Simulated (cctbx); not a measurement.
## Reading a Patterson map

Space group Pnma (no. 62), a = 6.5870 Å, b = 9.1810 Å, c = 6.2510 Å, α = 90.00°, β = 90.00°, γ = 90.00°, content Ga4 Sc4 S12.

The data are simulated with cctbx, not measured: Cu Kα, λ = 1.54184 Å, to d = 0.83 Å, 70 % of the full sphere, strongest reflection 70000 counts, noise from counting, a 6 % proportional error and a noise floor of 8 counts (s.d.); no absorption.

Patterson synthesis from sharpened amplitudes, origin scaled to 1000:

```text
Patterson group P m m m
      u       v       w   height  length (A)
  0.000   0.000   0.000   1000.0     0.00
  0.500   0.000   0.500    624.1     4.54
  0.500   0.500   0.500    533.9     6.46
  0.000   0.500   0.000    512.1     4.59
  0.421   0.250   0.000    276.6     3.60
  0.080   0.250   0.500    276.2     3.91
  0.500   0.247   0.375    121.8     4.64
  0.000   0.248   0.118    119.8     2.39
  0.342   0.500   0.500    117.2     5.99
  0.165   0.068   0.290     91.8     2.21
  0.334   0.434   0.202     91.7     4.72
  0.338   0.067   0.207     87.4     2.65
  0.171   0.434   0.298     85.1     4.54
  0.000   0.500   0.345     80.6     5.07
```

Q: Assign the vectors.

A peak at u stands for all pairs with xi − xj = u, with weight Σ ZiZj against Σ Z² = 8680 at the origin. Peak heights follow these weights only roughly, since form factors, motion and series ripples differ, all vectors within 0.55 Å of a peak are counted as merged into it though the farther ones add only part of their weight, and F(000) is left out, which lowers the whole map:

| u | v | w | shortest length (Å) | height | 1000 ΣZiZj/ΣZ² | pairs in the cell |
| --- | --- | --- | --- | --- | --- | --- |
| 0.500 | 0.000 | 0.500 | 4.54 | 624 | 646 | 4 × Ga–Ga, 4 × Sc–Sc |
| 0.500 | 0.500 | 0.500 | 6.46 | 534 | 561 | 4 × Ga–Ga, 4 × S–S |
| 0.000 | 0.500 | 0.000 | 4.59 | 512 | 443 | 4 × Ga–Ga |
| 0.421 | 0.250 | 0.000 | 3.60 | 277 | 300 | 4 × Ga–Sc |
| 0.080 | 0.250 | 0.500 | 3.91 | 276 | 300 | 4 × Ga–Sc |
| 0.500 | 0.247 | 0.375 | 4.64 | 122 | 229 | 4 × Ga–S |
| 0.000 | 0.248 | 0.118 | 2.39 | 120 | 229 | 4 × Ga–S |
| 0.342 | 0.500 | 0.500 | 5.99 | 117 | 161 | 2 × Sc–Sc, 2 × S–S |
| 0.165 | 0.068 | 0.290 | 2.20 | 92 | 114 | 2 × Ga–S |
| 0.334 | 0.434 | 0.202 | 4.72 | 92 | 114 | 2 × Ga–S |

The table stops at ten peaks or at a height of 45, below which ripples compete. In the model behind the data Ga, the heaviest element, has 1 independent site: (1/2, 0, 0), up to an allowed shift of origin; the Ga–Ga vectors are differences of these positions and their symmetry mates. The whole model:

| atom | mult. | x | y | z | Ueq (Å²) |
| --- | --- | --- | --- | --- | --- |
| Ga1 | 4 | 1/2 | 0 | 0 | 0.0163 |
| Sc1 | 4 | 0.9284 | 1/4 | 0.9777 | 0.0227 |
| S1 | 4 | 0.4608 | 3/4 | 0.8723 | 0.0270 |
| S2 | 8 | 0.1771 | 0.0599 | 0.8088 | 0.0250 |

The model was made for the exercise: a known structure type with other elements put in, its volume estimated, not relaxed; displacement parameters are assumed.

[Logs are printed without paths, hosts, clocks, repeated set-up lines and the standing remarks that a program may print on its own settings, such as how far it seeks lower states.]
